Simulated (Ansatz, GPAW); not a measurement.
Li3SCl (Pm-3m): refractive index against wavelength

The refractive index of Li3SCl (Pm-3m) below the direct gap (4.34 eV on the mesh) is read from one computed spectrum, n = √(Re ε).

The structure is cubic, space group Pm-3m (No. 221). Conventional cell: a = 4.591 Å, b = 4.591 Å, c = 4.591 Å, α = 90.00°, β = 90.00°, γ = 90.00°. Around Cl on site b lie 12 Li at 3.25 Å. Around S on site a lie 6 Li at 2.30 Å. Li on site d has 2 S at 2.30 Å as nearest neighbours.

Method: GPAW 26.7.0, PBE, RPA, k-mesh 7×7×7, local fields up to 60 eV, Lorentzian half width 0.15 eV.

Launch of the response step: `OMP_NUM_THREADS=1 python df.py`. The run took 43 s, its band step included, on 1 thread of Arm Neoverse V2 (shared host).

```tsv
wavelength (nm)	photon energy E (eV)	n
1064	1.165	1.7046
850	1.459	1.7134
700	1.771	1.7255
633	1.959	1.7343
532	2.331	1.7557
450	2.755	?
405	3.061	1.8192
```

In the single-oscillator model n² − 1 = E₀E_d/(E₀² − E²), so 1/(n² − 1) = E₀/E_d − E²/(E₀E_d) is linear in E².

Working, on the rows shown:

| x = E² (eV²) | y = 1/(n² − 1) |
| --- | --- |
| 1.35784 | 0.524752 |
| 2.12762 | 0.516598 |
| 3.13716 | 0.505727 |
| 3.83641 | 0.498058 |
| 5.43137 | 0.480196 |
| 9.37179 | 0.432996 |

Means: x̄ = 4.2104, ȳ = 0.49305. Σ(x − x̄)(y − ȳ) = -0.4806, Σ(x − x̄)² = 41.9. Slope = -0.4806 / 41.9 = -0.01147; intercept = ȳ − slope · x̄ = 0.54135. Turned back into n, the line misses the rows shown by at most 0.0014.

**Question.** What does the fit predict for the withheld row, and how well does it do?

**Answer.** At x = 7.5912 the line gives y = 0.45427, that is 1.7892. The run gave 1.7884, so the interpolation is off by 0.00082, 0.7 % of the range in the table.

Refitted with all rows, the slope is -0.01144 and the intercept 0.54128. These give E₀ = √(intercept/−slope) = 6.88 eV and E_d = E₀/intercept = 12.7 eV; E₀ is 1.6 times the direct gap. The electronic limit at long wavelengths, without lattice vibrations, is n = √(1 + 1/intercept) = 1.687. The structure is a model and need not exist. Excitons are left out; PBE gaps are as a rule too small. The values come from a sum over the points of one k-mesh and carry its error, which grows as the direct gap shrinks.

[Logs are printed without paths, hosts, clocks, repeated set-up lines and the standing remarks that a program may print on its own settings, such as how far it seeks lower states.]
